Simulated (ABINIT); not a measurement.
# Li3Ta (Pm-3m): zone-centre phonons, part 3 of 3

Which modes does Li3Ta (Pm-3m) have at the zone centre?

ABINIT 10.8.3; DFT PBE, scalar-relativistic, plane waves, PseudoDojo norm-conserving pseudopotentials.

So far. Step 6 (Self-consistent run for the response): The cell stands at -0.29 GPa: the relaxation ran with a smoothed and higher cutoff, and the difference is a stress of the finite basis. Step 7 (Zone-centre response): The acoustic modes at Γ come out as far as 2.3 cm⁻¹ from zero, where they should vanish, a small numerical error. The relaxed cell has a = 4.074 Å (conventional setting).

The structure was built from a prototype and need not be the compound's stable phase.

**8. Modes with the sum rule**

anaddb reads the merged derivatives and imposes the acoustic sum rule.

anaddb.abi

```
ddb_filepath "gamma_DDB"
output_file "anaddb.abo"
outdata_prefix "anaddb"
asr 1
chneut 1
enunit 2
eivec 1
nph1l 1
qph1l 0.0 0.0 0.0 1.0
```

mrgddb.in

```
gamma_DDB
merged
2
dfpt_gammao_DDB
gso_DDB
```

Command:

```
$ mrgddb < mrgddb.in > mrgddb.log
$ OMP_NUM_THREADS=1 anaddb anaddb.abi > anaddb.log
```

anaddb.abo, the main output file:

```text
-outvars_anaddb: echo values of input variables ----------------------

 Miscellaneous information :
      enunit         2
       eivec         1
         asr         1
 First list of wavevector (reduced coord.) :
       nph1l         1
       qph1l
                     0.00000000E+00  0.00000000E+00  0.00000000E+00    1.000E+00

================================================================================

 read the DDB information and perform some checks

  ==== Info on the Cryst% object ====
 Real(R)+Recip(G) space primitive vectors, cartesian coordinates (Bohr,Bohr^-1):
 R(1)=  7.6993791  0.0000000  0.0000000  G(1)=  0.1298806  0.0000000  0.0000000
 R(2)=  0.0000000  7.6993791  0.0000000  G(2)=  0.0000000  0.1298806  0.0000000
 R(3)=  0.0000000  0.0000000  7.6993791  G(3)=  0.0000000  0.0000000  0.1298806
 Unit cell volume ucvol=  4.5642257E+02 bohr^3
 Angles (23,13,12)=  9.00000000E+01  9.00000000E+01  9.00000000E+01 degrees
 Time-reversal symmetry is present
 Reduced atomic positions [iatom, xred, symbol]:
    1)    0.0000000  0.0000000  0.0000000  Ta
    2)    0.0000000  0.5000000  0.5000000  Li
    3)    0.5000000  0.0000000  0.5000000  Li
    4)    0.5000000  0.5000000  0.0000000  Li

 DDB file with 3 blocks has been read.

================================================================================

 Treat the first list of vectors

  Phonon wavevector (reduced coordinates) :  0.00000  0.00000  0.00000
 Phonon energies in Hartree :
   0.000000E+00  0.000000E+00  0.000000E+00  8.899373E-04  8.899373E-04
   8.899373E-04  1.738945E-03  1.738945E-03  1.738945E-03  1.848987E-03
   1.848987E-03  1.848987E-03
 Phonon energies in meV     :
-  0.000000E+00  0.000000E+00  0.000000E+00  2.421643E+01  2.421643E+01
-  2.421643E+01  4.731911E+01  4.731911E+01  4.731911E+01  5.031351E+01
-  5.031351E+01  5.031351E+01
 Phonon frequencies in cm-1    :
-  0.000000E+00  0.000000E+00  0.000000E+00  1.953187E+02  1.953187E+02
-  1.953187E+02  3.816543E+02  3.816543E+02  3.816543E+02  4.058058E+02
-  4.058058E+02  4.058058E+02
 Phonon frequencies in Thz     :
-  0.000000E+00  0.000000E+00  0.000000E+00  5.855506E+00  5.855506E+00
-  5.855506E+00  1.144171E+01  1.144171E+01  1.144171E+01  1.216575E+01
-  1.216575E+01  1.216575E+01
 Phonon energies in Kelvin  :
-  0.000000E+00  0.000000E+00  0.000000E+00  2.810200E+02  2.810200E+02
-  2.810200E+02  5.491154E+02  5.491154E+02  5.491154E+02  5.838640E+02
-  5.838640E+02  5.838640E+02

 Eigendisplacements
 (will be given, for each mode : in cartesian coordinates
   for each atom the real part of the displacement vector,
   then the imaginary part of the displacement vector - absolute values smaller than 1.0d-7 are set to zero)
  Mode number    1   Energy    0.000000E+00
 Attention : low frequency mode.
   (Could be unstable or acoustic mode)
-  1  0.00000000E+00  0.00000000E+00  1.64888625E-03
-     0.00000000E+00  0.00000000E+00  0.00000000E+00
-  2  0.00000000E+00  0.00000000E+00  1.64888603E-03
-     0.00000000E+00  0.00000000E+00  0.00000000E+00
-  3  0.00000000E+00  0.00000000E+00  1.64888603E-03
-     0.00000000E+00  0.00000000E+00  0.00000000E+00
-  4  0.00000000E+00  0.00000000E+00  1.64888535E-03
-     0.00000000E+00  0.00000000E+00  0.00000000E+00
  Mode number    2   Energy    0.000000E+00
 Attention : low frequency mode.
   (Could be unstable or acoustic mode)
-  1  0.00000000E+00  1.64888625E-03  0.00000000E+00
-     0.00000000E+00  0.00000000E+00  0.00000000E+00
-  2  0.00000000E+00  1.64888603E-03  0.00000000E+00
-     0.00000000E+00  0.00000000E+00  0.00000000E+00
-  3  0.00000000E+00  1.64888535E-03  0.00000000E+00
-     0.00000000E+00  0.00000000E+00  0.00000000E+00
-  4  0.00000000E+00  1.64888603E-03  0.00000000E+00
-     0.00000000E+00  0.00000000E+00  0.00000000E+00
  Mode number    3   Energy    0.000000E+00
 Attention : low frequency mode.
   (Could be unstable or acoustic mode)
-  1  1.64888625E-03  0.00000000E+00  0.00000000E+00
-     0.00000000E+00  0.00000000E+00  0.00000000E+00
-  2  1.64888535E-03  0.00000000E+00  0.00000000E+00
-     0.00000000E+00  0.00000000E+00  0.00000000E+00
-  3  1.64888603E-03  0.00000000E+00  0.00000000E+00
-     0.00000000E+00  0.00000000E+00  0.00000000E+00
-  4  1.64888603E-03  0.00000000E+00  0.00000000E+00
-     0.00000000E+00  0.00000000E+00  0.00000000E+00
  Mode number    4   Energy    8.899373E-04
-  1  0.00000000E+00  0.00000000E+00 -4.73494863E-04
-     0.00000000E+00  0.00000000E+00  0.00000000E+00
-  2  0.00000000E+00  0.00000000E+00  2.18236961E-03
-     0.00000000E+00  0.00000000E+00  0.00000000E+00
-  3  0.00000000E+00  0.00000000E+00  2.18236961E-03
-     0.00000000E+00  0.00000000E+00  0.00000000E+00
-  4  0.00000000E+00  0.00000000E+00  7.97900597E-03
-     0.00000000E+00  0.00000000E+00  0.00000000E+00
  Mode number    5   Energy    8.899373E-04
-  1  0.00000000E+00 -4.73494863E-04  0.00000000E+00
-     0.00000000E+00  0.00000000E+00  0.00000000E+00
-  2  0.00000000E+00  2.18236961E-03  0.00000000E+00
-     0.00000000E+00  0.00000000E+00  0.00000000E+00
-  3  0.00000000E+00  7.97900597E-03  0.00000000E+00
-     0.00000000E+00  0.00000000E+00  0.00000000E+00
-  4  0.00000000E+00  2.18236961E-03  0.00000000E+00
-     0.00000000E+00  0.00000000E+00  0.00000000E+00
  Mode number    6   Energy    8.899373E-04
-  1  4.73494863E-04  0.00000000E+00  0.00000000E+00
-     0.00000000E+00  0.00000000E+00  0.00000000E+00
-  2 -7.97900597E-03  0.00000000E+00  0.00000000E+00
-     0.00000000E+00  0.00000000E+00  0.00000000E+00
-  3 -2.18236961E-03  0.00000000E+00  0.00000000E+00
-     0.00000000E+00  0.00000000E+00  0.00000000E+00
-  4 -2.18236961E-03  0.00000000E+00  0.00000000E+00
-     0.00000000E+00  0.00000000E+00  0.00000000E+00
  Mode number    7   Energy    1.738945E-03
-  1  0.00000000E+00  0.00000000E+00  0.00000000E+00
-     0.00000000E+00  0.00000000E+00  0.00000000E+00
-  2  0.00000000E+00  0.00000000E+00 -6.28628301E-03
-     0.00000000E+00  0.00000000E+00  0.00000000E+00
-  3  0.00000000E+00  0.00000000E+00  6.28628301E-03
-     0.00000000E+00  0.00000000E+00  0.00000000E+00
-  4  0.00000000E+00  0.00000000E+00  0.00000000E+00
-     0.00000000E+00  0.00000000E+00  0.00000000E+00
  Mode number    8   Energy    1.738945E-03
-  1  0.00000000E+00  0.00000000E+00  0.00000000E+00
-     0.00000000E+00  0.00000000E+00  0.00000000E+00
-  2  0.00000000E+00  6.28628300E-03  0.00000000E+00
-     0.00000000E+00  0.00000000E+00  0.00000000E+00
-  3  3.23764351E-07  0.00000000E+00  0.00000000E+00
-     0.00000000E+00  0.00000000E+00  0.00000000E+00
-  4 -3.23764351E-07 -6.28628300E-03  0.00000000E+00
-     0.00000000E+00  0.00000000E+00  0.00000000E+00
  Mode number    9   Energy    1.738945E-03
-  1  0.00000000E+00  0.00000000E+00  0.00000000E+00
-     0.00000000E+00  0.00000000E+00  0.00000000E+00
-  2  0.00000000E+00  3.23764431E-07  0.00000000E+00
-     0.00000000E+00  0.00000000E+00  0.00000000E+00
-  3 -6.28628300E-03  0.00000000E+00  0.00000000E+00
-     0.00000000E+00  0.00000000E+00  0.00000000E+00
-  4  6.28628300E-03 -3.23764431E-07  0.00000000E+00
-     0.00000000E+00  0.00000000E+00  0.00000000E+00
  Mode number   10   Energy    1.848987E-03
-  1  0.00000000E+00  0.00000000E+00 -2.97787924E-04
-     0.00000000E+00  0.00000000E+00  0.00000000E+00
-  2  0.00000000E+00  0.00000000E+00  5.66001694E-03
-     0.00000000E+00  0.00000000E+00  0.00000000E+00
-  3  0.00000000E+00  0.00000000E+00  5.66001694E-03
-     0.00000000E+00  0.00000000E+00  0.00000000E+00
-  4  0.00000000E+00  0.00000000E+00 -3.55687348E-03
-     0.00000000E+00  0.00000000E+00  0.00000000E+00
  Mode number   11   Energy    1.848987E-03
-  1  0.00000000E+00  2.97787924E-04  0.00000000E+00
-     0.00000000E+00  0.00000000E+00  0.00000000E+00
-  2  0.00000000E+00 -5.66001694E-03  0.00000000E+00
-     0.00000000E+00  0.00000000E+00  0.00000000E+00
-  3  0.00000000E+00  3.55687348E-03  0.00000000E+00
-     0.00000000E+00  0.00000000E+00  0.00000000E+00
-  4  0.00000000E+00 -5.66001694E-03  0.00000000E+00
-     0.00000000E+00  0.00000000E+00  0.00000000E+00
  Mode number   12   Energy    1.848987E-03
-  1  2.97787924E-04  0.00000000E+00  0.00000000E+00
-     0.00000000E+00  0.00000000E+00  0.00000000E+00
-  2  3.55687348E-03  0.00000000E+00  0.00000000E+00
-     0.00000000E+00  0.00000000E+00  0.00000000E+00
-  3 -5.66001695E-03  0.00000000E+00  0.00000000E+00
-     0.00000000E+00  0.00000000E+00  0.00000000E+00
-  4 -5.66001695E-03  0.00000000E+00  0.00000000E+00
-     0.00000000E+00  0.00000000E+00  0.00000000E+00

 Analysis of degeneracies and characters (maximum tolerance=1.00E-06 a.u.)
 For each vibration mode, or group of modes if degenerate,
 the characters are given for each symmetry operation (see the list in the log file).
 Symmetry characters of vibration mode #   1
       degenerate with vibration modes #   2 to    3
  3.0 -3.0 -1.0  1.0 -1.0  1.0 -1.0  1.0  1.0 -1.0 -1.0  1.0  1.0 -1.0 -1.0  1.0
 -0.0  0.0 -0.0  0.0  0.0 -0.0  0.0 -0.0  1.0 -1.0 -1.0  1.0 -1.0  1.0  1.0 -1.0
 -0.0  0.0  0.0 -0.0  0.0 -0.0 -0.0  0.0  1.0 -1.0  1.0 -1.0 -1.0  1.0 -1.0  1.0
 Symmetry characters of vibration mode #   4
       degenerate with vibration modes #   5 to    6
  3.0 -3.0 -1.0  1.0 -1.0  1.0 -1.0  1.0  1.0 -1.0 -1.0  1.0  1.0 -1.0 -1.0  1.0
  0.0 -0.0  0.0 -0.0 -0.0  0.0 -0.0  0.0  1.0 -1.0 -1.0  1.0 -1.0  1.0  1.0 -1.0
  0.0 -0.0 -0.0  0.0 -0.0  0.0  0.0 -0.0  1.0 -1.0  1.0 -1.0 -1.0  1.0 -1.0  1.0
 Symmetry characters of vibration mode #   7
       degenerate with vibration modes #   8 to    9
  3.0 -3.0 -1.0  1.0 -1.0  1.0 -1.0  1.0 -1.0  1.0  1.0 -1.0 -1.0  1.0  1.0 -1.0
  0.0 -0.0  0.0 -0.0 -0.0  0.0 -0.0  0.0 -1.0  1.0  1.0 -1.0  1.0 -1.0 -1.0  1.0
  0.0 -0.0 -0.0  0.0 -0.0  0.0  0.0 -0.0 -1.0  1.0 -1.0  1.0  1.0 -1.0  1.0 -1.0
 Symmetry characters of vibration mode #  10
       degenerate with vibration modes #  11 to   12
  3.0 -3.0 -1.0  1.0 -1.0  1.0 -1.0  1.0  1.0 -1.0 -1.0  1.0  1.0 -1.0 -1.0  1.0
  0.0 -0.0  0.0 -0.0 -0.0  0.0 -0.0  0.0  1.0 -1.0 -1.0  1.0 -1.0  1.0  1.0 -1.0
  0.0 -0.0 -0.0  0.0 -0.0  0.0  0.0 -0.0  1.0 -1.0  1.0 -1.0 -1.0  1.0 -1.0  1.0
-
```

Wall time 0.49 s (1 thread of Arm Neoverse V2, shared host).

Numbers from this step:

- highest optical zone-centre mode (no LO-TO term): 405.8 cm⁻¹

No LO-TO term; unit eigenvectors of the mass-weighted matrix, from anaddb's displacements. The modes at Γ (shares of kinetic energy by element, %):

```csv
mode,frequency (cm⁻¹),symmetry,Ta %,Li %
1,0.0,acoustic,90,10
2,0.0,acoustic,90,10
3,0.0,acoustic,90,10
4,195.3,T1u,7,93
5,195.3,T1u,7,93
6,195.3,T1u,7,93
7,381.7,T2u,0,100
8,381.7,T2u,0,100
9,381.7,T2u,0,100
10,405.8,T1u,3,97
11,405.8,T1u,3,97
12,405.8,T1u,3,97
```

Displacements in mode 4 (195.3 cm⁻¹), the largest set to 1:
```
Ta1  0.00  0.00 -0.06
Li2  0.00  0.00  0.27
Li3  0.00  0.00  0.27
Li4  0.00  0.00  1.00
```

Displacements in mode 10 (405.8 cm⁻¹), the largest set to 1:
```
Ta1  0.00  0.00 -0.05
Li2  0.00  0.00  1.00
Li3  0.00  0.00  1.00
Li4  0.00  0.00 -0.63
```

The rule moves no optical mode by more than 0.2 cm⁻¹.

**9. What came out**

| Item | Value |
| --- | --- |
| space group after relaxation | Pm-3m |
| volume per atom | 16.9 Å³ |
| highest optical zone-centre mode (no LO-TO term) | 405.8 cm⁻¹ |
| lowest optical zone-centre mode | 195.3 cm⁻¹ |
| imaginary optical modes at the zone centre (no q mesh in this session) | none |

In words: At the PBE level the optical modes of Li3Ta (Pm-3m) at the zone centre run from 195 to 406 cm⁻¹. These are harmonic frequencies: anharmonic shifts and widths and the lattice's thermal expansion are left out. The Fermi-Dirac smearing of 0.01 Ha is an electronic temperature of 3158 K, which adds a pressure of its own and can shift the volume and soft modes. Spin-orbit coupling is left out, which can matter for the heavy elements here. In a metal the frequencies hang on the k mesh and the smearing, most of all near Kohn anomalies. The structure is a hypothetical one, built on a prototype.

[Host names and launcher messages were left out of these logs when they were recorded.]

[Logs are printed without paths, hosts, clocks, repeated set-up lines and the standing remarks that a program may print on its own settings, such as how far it seeks lower states.]

[Hosts, paths, dates, database ids (printed as entryN), source tags and the programs' standing remarks are cut or masked in the printed files.]
